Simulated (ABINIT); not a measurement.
# Calculated records

**Quasiparticle gap of CdTe (F-43m) in ABINIT**

The structure is cubic, space group F-43m (No. 216). The conventional cell has a = 6.480 Å, b = 6.480 Å, c = 6.480 Å, α = 90.00°, β = 90.00°, γ = 90.00°. Nearest to Cd lie 4 Te at 2.81 Å. Nearest to Te lie 4 Cd at 2.81 Å. Farther neighbours, and contacts between anions beyond the nearest, are not listed.

```xyz
2
Lattice="0.0000 3.2400 3.2400 3.2400 0.0000 3.2400 3.2400 3.2400 0.0000" Properties=species:S:1:pos:R:3 pbc="T T T"
Cd    0.0000    0.0000    0.0000
Te    1.6200    1.6200    1.6200
```

* method: RPA screening on PBE, plane waves, norm-conserving pseudopotentials (and 2 further levels or steps)
* program: ABINIT 10.8.3
* settings: cutoff 47 Ha, PseudoDojo scalar-relativistic 0.4 stringent, norm-conserving, potential set dojo-sr-pbe-0.4-stringent, ngkpt (4, 4, 4), nband 176, ecuteps 6 Ha, inclvkb 2, shiftk (0, 0, 0), symchi 1, awtr 1, frequency ppm, 4×4×4 k-mesh
* cost: 5 runs, 7.9 min in all on 4 MPI ranks of Arm Neoverse V1, shared host
* notes: The cell and positions come from the Crystallography Open Database and are kept as given unless a step says otherwise. Limits: mesh may overstate the screening; no spin-orbit coupling. The calculation has static nuclei and no excitons; a measured gap holds zero-point and thermal motion, which mostly lowers it. With atoms this heavy the missing spin-orbit coupling may be the largest error. The 4×4×4 mesh is coarse for this cell, which bears on the long-range parts of exchange and screening. The RPA ε∞ on this mesh reaches over 25; with a narrow direct gap a coarse mesh can overstate it, and the correction is then too small.
* PBE gap: 0.77 eV, direct
* G0W0 gap on the mesh: 1.54 eV
* GW settings: 4×4×4 mesh, 176 bands, screening to 163.3 eV, Godby-Needs plasmon pole
* known limits: short of the basis limit; mesh may overstate the screening; no spin-orbit coupling; coarse k mesh

G0W0 moves the gap on the mesh from 0.77 eV to 1.54 eV (+0.77 eV), with Z of 0.80 and 0.81 at the edges. Local fields lower the RPA ε∞ on this mesh from 27.06 to 25.82.

[Long decimals in the printed logs are rounded to 6 places.]

[Logs are printed without paths, hosts, clocks, repeated set-up lines and the standing remarks that a program may print on its own settings, such as how far it seeks lower states.]

[Paths, hosts, dates, memory and timing lines, banners, echoed tables and standing remarks are left out of the program output; an Ansatz launch command may be rebuilt from the run's recorded settings. Measured values are a selection of at most five: reports struck by readers or far from the other reports are left out. None is set beside runs whose start may be inverted or whose files or cutoffs have a known fault.]

[Runs of the session that timed out or met a known fault of the program may be left out.]

[Hosts, paths, dates, database ids (printed as entryN), source tags and the programs' standing remarks are cut or masked in the printed files.]

[G0W0 gaps are taken among the corrected bands and points alone; a level outside them can change the order at an edge.]

[Where Ansatz stands beside ABINIT at settings called matched, ABINIT's density can come from a denser mesh and the files from another edition; pairs whose starting gaps differed by over 0.03 eV were left out, so agreement reads better than it is.]
